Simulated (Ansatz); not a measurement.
Consider Sr2CrO4 (I4/mmm).

Symmetry: I4/mmm, No. 139, tetragonal system. The conventional cell has a = 3.772 Å, b = 3.772 Å, c = 12.632 Å, α = 90.00°, β = 90.00°, γ = 90.00°. Nearest to Sr lie 9 O at 2.49 to 2.67 Å. Nearest to Cr lie 6 O at 1.89 to 1.97 Å. Nearest to O lie 1 Cr at 1.97 Å and 5 Sr at 2.49 to 2.67 Å. Nearest to O lie 2 Cr at 1.89 Å and 4 Sr at 2.64 Å. Farther neighbours and most contacts between anions are not listed.

```yaml
crystal:
  lattice:
    - [1.88615, -1.88615, 6.31619]
    - [-1.88615, 1.88615, 6.31619]
    - [-1.88615, -1.88615, -6.31619]
  atoms:
    - { symbol: Sr, position: [0.64628, 0.64628, 0.00000] }
    - { symbol: Sr, position: [0.35372, 0.35372, 0.00000] }
    - { symbol: Cr, position: [0.00000, 0.00000, 0.00000] }
    - { symbol: O, position: [0.84368, 0.84368, 0.00000] }
    - { symbol: O, position: [0.15632, 0.15632, 0.00000] }
    - { symbol: O, position: [0.50000, 0.00000, 0.50000] }
    - { symbol: O, position: [0.00000, 0.50000, 0.50000] }
```

The cell and positions are those that the Materials Project relaxed with its own functionals (PBE, PBE+U or r2SCAN), kept fixed. The program's search for lower electronic states was switched off, so nothing shows that the state found is the lowest. PAW set soft_2, made with PBE.

A constrained-RPA run (Ansatz 0.2.0; non-magnetic LDA; Cr t2g, bands v1 to c2, 6×6×6 mesh, medium accuracy) builds 3 functions on bands 2.3 eV wide, with 2.0 electrons in the window. The bare on-site interaction is 16.0 eV and the bare J 0.54 eV.

**Question.** What U and J survive the screening?

On the Cr t2g shell, U = 2.92 eV (18 % of the bare value), U′ = 2.10 eV, J = 0.38 eV.

The parent state is non-magnetic and the interaction static (zero frequency); U depends on the window and the orbitals, so it belongs to this model alone.

[Paths, hosts, dates, memory and timing lines, banners, echoed tables and standing remarks are left out of the program output.]

[Logs are printed without paths, hosts, clocks, repeated set-up lines and the standing remarks that a program may print on its own settings, such as how far it seeks lower states.]

[Runs of the session that timed out or met a known fault of the program may be left out.]

[Hosts, paths, dates, database ids (printed as entryN), source tags and the programs' standing remarks are cut or masked in the printed files.]
